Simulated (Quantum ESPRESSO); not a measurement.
## KCaCl3 (Pm-3m): modes at Γ and the response to a field

Which modes does KCaCl3 (Pm-3m) have at the zone centre?

Calculated with Quantum ESPRESSO 7.5; DFT LDA, scalar-relativistic, plane waves, PseudoDojo norm-conserving pseudopotentials.

## Step 1: Starting point

Symmetry: Pm-3m, No. 221, cubic system. Conventional cell: a = 5.394 Å, b = 5.394 Å, c = 5.394 Å, α = 90.00°, β = 90.00°, γ = 90.00°. Nearest to K lie 12 Cl at 3.81 Å. Nearest to Ca lie 6 Cl at 2.70 Å. Nearest to Cl lie 2 Ca at 2.70 Å and 4 K at 3.81 Å. Farther neighbours and most contacts between anions are not listed.

As a file:

```
K Ca Cl
1.0
     5.39352    0.00000    0.00000
     0.00000    5.39352    0.00000
     0.00000    0.00000    5.39352
K Ca Cl
1 1 3
Direct
  0.00000 0.00000 0.00000
  0.50000 0.50000 0.50000
  0.00000 0.50000 0.50000
  0.50000 0.00000 0.50000
  0.50000 0.50000 0.00000
```

## Step 2: A probe with smearing

Before anything dear is run, a loose run with smearing shows whether this is a metal and how far the cell is from rest.

probe.in

```
&control
   calculation = 'scf'
   prefix = 'x'
   outdir = './tmp'
   pseudo_dir = './pseudo'
   tprnfor = .true.
   tstress = .true.
   verbosity = 'high'
/
&system
   ibrav = 1
   celldm(1) = 10.19228132
   nat = 5
   ntyp = 3
   ecutwfc = 79.0
   occupations = 'smearing'
   smearing = 'gaussian'
   degauss = 0.01
/
&electrons
   conv_thr = 1.0d-07
   mixing_beta = 0.7
   electron_maxstep = 100
/
ATOMIC_SPECIES
 K      39.0983  K.upf
 Ca     40.0780  Ca.upf
 Cl     35.4500  Cl.upf
ATOMIC_POSITIONS crystal
 K      0.000000000   0.000000000   0.000000000
 Ca     0.500000000   0.500000000   0.500000000
 Cl     0.000000000   0.500000000   0.500000000
 Cl     0.500000000   0.000000000   0.500000000
 Cl     0.500000000   0.500000000   0.000000000
K_POINTS automatic
 4 4 4 0 0 0
```

Started as:

```console
OMP_NUM_THREADS=1 mpirun -n 4 pw.x -nk 4 -in probe.in > probe.out
```

The log of the run:

```text
[banners, grids, parts of the stress and lines that vanish by symmetry left out]
Program PWSCF v.7.5
     bravais-lattice index     =            1
     lattice parameter (alat)  =      10.1923  a.u.
[...]
kinetic-energy cutoff     =      79.0000  Ry
     charge density cutoff     =     316.0000  Ry
     scf convergence threshold =      1.0E-07
[...]
Exchange-correlation= SLA  PW   NOGX NOGC
                           (   1   4   0   0   0   0   0)
[...]
48 Sym. Ops., with inversion, found
[...]
(     0          1          0      )
                  (     0          0          1      )
[...]
(  0.0000000  1.0000000  0.0000000 )
                  (  0.0000000  0.0000000  1.0000000 )
[...]
(     0         -1          0      )
                  (     0          0          1      )
[...]
(  0.0000000  1.0000000  0.0000000 )
[...]
number of k points=    10  Gaussian smearing, width (Ry)=  0.0100
[...]
c_bands:  2 eigenvalues not converged
[...]
End of self-consistent calculation
[...]
the Fermi energy is     3.6520 ev
!    total energy              =    -236.39142367 Ry
[...]
convergence has been achieved in   6 iterations
[...]
atom    1 type  1   force =     0.00000000    0.00000000    0.00000000
     atom    2 type  2   force =     0.00000000    0.00000000    0.00000000
     atom    3 type  3   force =     0.00000000    0.00000000    0.00000000
     atom    4 type  3   force =     0.00000000    0.00000000    0.00000000
     atom    5 type  3   force =     0.00000000    0.00000000    0.00000000
[...]
Total force =     0.000000     Total SCF correction =     0.000000
[...]
total   stress  (Ry/bohr**3)                   (kbar)     P=      -26.80
[...]
XML data file, charge density, pseudopotentials, collected wavefunctions

   JOB DONE.
```

The job ended after 17 s (4 MPI ranks of Intel Xeon at 2.70GHz, shared host; 65 s of CPU time).

This step gave:

* volume per atom: 31.38 Å³
* pressure: -2.68 GPa
* gap on the k-mesh: 4.351 eV

A gap of 4.4 eV opens on this mesh, so the crystal is taken as an insulator; the start stands at -2.7 GPa.

## Step 3: Relaxation

The relaxation runs at a cutoff a fifth above that of the response, since stress converges more slowly with the basis than frequencies do. Forces and stress are brought to rest with tight thresholds.

relax.in

```
&control
   calculation = 'vc-relax'
   prefix = 'x'
   outdir = './tmp'
   pseudo_dir = './pseudo'
   tprnfor = .true.
   tstress = .true.
   forc_conv_thr = 2.0d-05
   etot_conv_thr = 1.0d-07
   nstep = 40
/
&system
   ibrav = 1
   celldm(1) = 10.19228132
   nat = 5
   ntyp = 3
   ecutwfc = 95
   occupations = 'fixed'
   nbnd = 22
/
&electrons
   conv_thr = 1.0d-11
   mixing_beta = 0.7
   electron_maxstep = 100
/
&ions
/
&cell
   press_conv_thr = 0.2
/
ATOMIC_SPECIES
 K      39.0983  K.upf
 Ca     40.0780  Ca.upf
 Cl     35.4500  Cl.upf
ATOMIC_POSITIONS crystal
 K      0.000000000   0.000000000   0.000000000
 Ca     0.500000000   0.500000000   0.500000000
 Cl     0.000000000   0.500000000   0.500000000
 Cl     0.500000000   0.000000000   0.500000000
 Cl     0.500000000   0.500000000   0.000000000
K_POINTS automatic
 4 4 4 0 0 0
```

Started as:

```console
OMP_NUM_THREADS=1 mpirun -n 4 pw.x -nk 4 -in relax.in > relax.out
```

The log of the run:

```text
[banners, grids, parts of the stress and lines that vanish by symmetry left out]
[banner, memory and clock lines left out]
Program PWSCF v.7.5

[...]
kinetic-energy cutoff     =      95.0000  Ry
     charge density cutoff     =     380.0000  Ry
     scf convergence threshold =      1.0E-11
[...]
energy convergence thresh.=      1.0E-07
     force convergence thresh. =      2.0E-05
     press convergence thresh. =      2.0E-01
     Exchange-correlation= SLA  PW   NOGX NOGC
                           (   1   4   0   0   0   0   0)
[...]
48 Sym. Ops., with inversion, found
[...]
number of k points=    10
[...]
End of self-consistent calculation
[...]
highest occupied, lowest unoccupied level (ev):     0.9280    5.2791
!    total energy              =    -236.39144996 Ry
[...]
convergence has been achieved in   9 iterations
[...]
atom    1 type  1   force =     0.00000000    0.00000000    0.00000000
     atom    2 type  2   force =     0.00000000    0.00000000    0.00000000
     atom    3 type  3   force =     0.00000000    0.00000000    0.00000000
     atom    4 type  3   force =     0.00000000    0.00000000    0.00000000
     atom    5 type  3   force =     0.00000000    0.00000000    0.00000000
     Total force =     0.000000     Total SCF correction =     0.000000
[...]
total   stress  (Ry/bohr**3)                   (kbar)     P=      -26.70
[...]
number of bfgs steps    =   0
[...]
CELL_PARAMETERS (alat= 10.19228132)
[...]
ATOMIC_POSITIONS (crystal)
K                0.0000000000        0.0000000000        0.0000000000
Ca               0.5000000000        0.5000000000        0.5000000000
Cl               0.0000000000        0.5000000000        0.5000000000
Cl               0.5000000000        0.0000000000        0.5000000000
[...]
New effective cutoffs (rho, wfc):  382.73   95.83
[...]
End of self-consistent calculation
[...]
highest occupied, lowest unoccupied level (ev):     1.0275    5.4065
!    total energy              =    -236.39392736 Ry
[...]
convergence has been achieved in   9 iterations
[...]
atom    1 type  1   force =     0.00000000    0.00000000    0.00000000
     atom    2 type  2   force =     0.00000000    0.00000000    0.00000000
     atom    3 type  3   force =     0.00000000    0.00000000    0.00000000
     atom    4 type  3   force =     0.00000000    0.00000000    0.00000000
     atom    5 type  3   force =     0.00000000    0.00000000    0.00000000
     Total force =     0.000000     Total SCF correction =     0.000000
[...]
total   stress  (Ry/bohr**3)                   (kbar)     P=      -24.08
[...]
number of bfgs steps    =   1
[...]
WARNING: bfgs curvature condition failed, Theta= 0.895
[...]
CELL_PARAMETERS (alat= 10.19228132)
[...]
ATOMIC_POSITIONS (crystal)
[...]
New effective cutoffs (rho, wfc):  388.02   97.15
[...]
End of self-consistent calculation
[...]
highest occupied, lowest unoccupied level (ev):     1.1808    5.6020
!    total energy              =    -236.39710362 Ry
[...]
convergence has been achieved in   8 iterations
[...]
atom    1 type  1   force =     0.00000000    0.00000000    0.00000000
     atom    2 type  2   force =     0.00000000    0.00000000    0.00000000
     atom    3 type  3   force =     0.00000000    0.00000000    0.00000000
[...]
total   stress  (Ry/bohr**3)                   (kbar)     P=        1.35
[...]
number of bfgs steps    =   4
[...]
CELL_PARAMETERS (alat= 10.19228132)
[...]
ATOMIC_POSITIONS (crystal)
[...]
New effective cutoffs (rho, wfc):  407.61  102.06
[...]
highest occupied, lowest unoccupied level (ev):     1.7652    6.3394
!    total energy              =    -236.40237014 Ry
[...]
convergence has been achieved in  10 iterations
[...]
Total force =     0.000000     Total SCF correction =     0.000000
[...]
total   stress  (Ry/bohr**3)                   (kbar)     P=       -0.11
[...]
number of bfgs steps    =   5
[...]
CELL_PARAMETERS (alat= 10.19228132)
[...]
ATOMIC_POSITIONS (crystal)
[...]
New effective cutoffs (rho, wfc):  407.70  102.08
[...]
highest occupied, lowest unoccupied level (ev):     1.7679    6.3428
!    total energy              =    -236.40237025 Ry
[...]
convergence has been achieved in   6 iterations
[...]
Total force =     0.000000     Total SCF correction =     0.000000
[...]
total   stress  (Ry/bohr**3)                   (kbar)     P=       -0.00
[...]
number of bfgs steps    =   6
[...]
small trust_radius: resetting bfgs history
[...]
CELL_PARAMETERS (alat= 10.19228132)
[...]
ATOMIC_POSITIONS (crystal)
[...]
New effective cutoffs (rho, wfc):  407.70  102.08
[...]
End of self-consistent calculation
[...]
highest occupied, lowest unoccupied level (ev):     1.7679    6.3428
!    total energy              =    -236.40237025 Ry
[...]
convergence has been achieved in   1 iterations
[...]
atom    3 type  3   force =     0.00000000    0.00000000    0.00000000
     atom    4 type  3   force =     0.00000000    0.00000000    0.00000000
     atom    5 type  3   force =     0.00000000    0.00000000    0.00000000
     Total force =     0.000000     Total SCF correction =     0.000000
[...]
total   stress  (Ry/bohr**3)                   (kbar)     P=       -0.00
[...]
bfgs converged in   8 scf cycles and   7 bfgs steps
[...]
End of BFGS Geometry Optimization
     Final enthalpy           =    -236.4023702529 Ry
     File ./tmp/x.bfgs deleted, as requested
[...]
CELL_PARAMETERS (alat= 10.19228132)
[...]
ATOMIC_POSITIONS (crystal)
[...]
Cl               0.5000000000        0.0000000000        0.5000000000
Cl               0.5000000000        0.5000000000        0.0000000000
[...]
Final scf calculation at the relaxed structure.
[...]
kinetic-energy cutoff     =      95.0000  Ry
     charge density cutoff     =     380.0000  Ry
     scf convergence threshold =      1.0E-13
[...]
press convergence thresh. =      2.0E-01
     Exchange-correlation= SLA  PW   NOGX NOGC
                           (   1   4   0   0   0   0   0)
[...]
48 Sym. Ops., with inversion, found
[...]
number of k points=    10
[...]
c_bands:  1 eigenvalues not converged
     c_bands:  2 eigenvalues not converged
     c_bands:  2 eigenvalues not converged
[...]
End of self-consistent calculation
[...]
highest occupied, lowest unoccupied level (ev):     1.7679    6.3429
!    total energy              =    -236.40236712 Ry
[...]
convergence has been achieved in  10 iterations
[...]
atom    1 type  1   force =     0.00000000    0.00000000    0.00000000
     atom    2 type  2   force =     0.00000000    0.00000000    0.00000000
     atom    3 type  3   force =     0.00000000    0.00000000    0.00000000
     atom    4 type  3   force =     0.00000000    0.00000000    0.00000000
     atom    5 type  3   force =     0.00000000    0.00000000    0.00000000
     Total force =     0.000000     Total SCF correction =     0.000000
[...]
total   stress  (Ry/bohr**3)                   (kbar)     P=       -0.01
[...]
XML data file, charge density, pseudopotentials, collected wavefunctions
```

It took 3.3 min on 4 MPI ranks; 13 min of CPU time.

Step by step:

| step | energy less that of the first step (eV) | largest force (eV/Å) | pressure (GPa) | volume (Å³) |
| --- | --- | --- | --- | --- |
| 1 | 0.0000 | 0.0000 | -2.67 | 156.90 |
| 2 | -0.0337 | 0.0000 | -2.41 | 154.77 |
| 3 | -0.0769 | 0.0000 | -1.98 | 151.62 |
| 4 | -0.1238 | 0.0000 | -1.23 | 146.97 |
| 5 | -0.1483 | 0.0000 | 0.14 | 140.18 |
| 6 | -0.1486 | 0.0000 | -0.01 | 140.82 |
| 7 | -0.1486 | 0.0000 | 0.00 | 140.77 |
| 8 | -0.1486 | 0.0000 | 0.00 | 140.77 |
| 9 | -0.1485 | 0.0000 | 0.00 | 140.77 |

| conventional cell, symmetrised | before | after | change |
| --- | --- | --- | --- |
| a (Å) | 5.394 | 5.202 | -3.6 % |
| b (Å) | 5.394 | 5.202 | -3.6 % |
| c (Å) | 5.394 | 5.202 | -3.6 % |
| volume (Å³/atom) | 31.38 | 28.15 | -10.3 % |

Final coordinates:

```
K Ca Cl
1.0
     5.20204    0.00000    0.00000
     0.00000    5.20204    0.00000
     0.00000    0.00000    5.20204
K Ca Cl
1 1 3
Direct
  0.00000 0.00000 0.00000
  0.50000 0.50000 0.50000
  0.00000 0.50000 0.50000
  0.50000 0.00000 0.50000
  0.50000 0.50000 0.00000
```

The last row of the table of steps is pw.x's closing run on a basis chosen anew for the final cell, so its energy can jump.

This step gave:

```
volume per atom   : 28.15 Å³
pressure          : -0.001 GPa
gap on the k-mesh : 4.575 eV
```

The volume changes by -10.3 % from the cell with which this run began.

## Step 4: Ground state

Perturbation theory inherits every error of the wavefunctions, so the threshold is set near the limit of the arithmetic. With a gap, occupations are fixed, which also allows the response to an electric field.

scf.in

```
&control
   calculation = 'scf'
   prefix = 'x'
   outdir = './tmp'
   pseudo_dir = './pseudo'
   tprnfor = .true.
   tstress = .true.
/
&system
   ibrav = 1
   celldm(1) = 9.83042426
   nat = 5
   ntyp = 3
   ecutwfc = 79.0
   occupations = 'fixed'
   nbnd = 22
/
&electrons
   conv_thr = 1.0d-12
   mixing_beta = 0.7
   electron_maxstep = 100
/
ATOMIC_SPECIES
 K      39.0983  K.upf
 Ca     40.0780  Ca.upf
 Cl     35.4500  Cl.upf
ATOMIC_POSITIONS crystal
 K      0.000000000   0.000000000   0.000000000
 Ca     0.500000000   0.500000000   0.500000000
 Cl     0.000000000   0.500000000   0.500000000
 Cl     0.500000000   0.000000000   0.500000000
 Cl     0.500000000   0.500000000   0.000000000
K_POINTS automatic
 4 4 4 0 0 0
```

Started as:

```console
OMP_NUM_THREADS=1 mpirun -n 4 pw.x -nk 4 -in scf.in > scf.out
```

The log of the run:

```text
[banners, grids, parts of the stress and lines that vanish by symmetry left out]
[banner, memory and clock lines left out]
Program PWSCF v.7.5

[...]
kinetic-energy cutoff     =      79.0000  Ry
     charge density cutoff     =     316.0000  Ry
     scf convergence threshold =      1.0E-12
[...]
Exchange-correlation= SLA  PW   NOGX NOGC
                           (   1   4   0   0   0   0   0)
[...]
48 Sym. Ops., with inversion, found
[...]
number of k points=    10
[...]
c_bands:  1 eigenvalues not converged
[...]
End of self-consistent calculation
[...]
highest occupied, lowest unoccupied level (ev):     1.7679    6.3429
!    total energy              =    -236.40234037 Ry
[...]
convergence has been achieved in  10 iterations
[...]
atom    1 type  1   force =     0.00000000    0.00000000    0.00000000
     atom    2 type  2   force =     0.00000000    0.00000000    0.00000000
     atom    3 type  3   force =     0.00000000    0.00000000    0.00000000
     atom    4 type  3   force =     0.00000000    0.00000000    0.00000000
     atom    5 type  3   force =     0.00000000    0.00000000    0.00000000
     Total force =     0.000000     Total SCF correction =     0.000000
[...]
total   stress  (Ry/bohr**3)                   (kbar)     P=       -0.01
[...]
XML data file, charge density, pseudopotentials, collected wavefunctions
```

It took 19 s on 4 MPI ranks.

The cell stands at -0.001 GPa, close enough for phonons.

(Part 1 of 3 ends here.)

[Host names and launcher messages were left out of these logs when they were recorded.]

[Logs are printed without paths, hosts, clocks, repeated set-up lines and the standing remarks that a program may print on its own settings, such as how far it seeks lower states.]

[Hosts, paths, dates, database ids (printed as entryN), source tags and the programs' standing remarks are cut or masked in the printed files.]
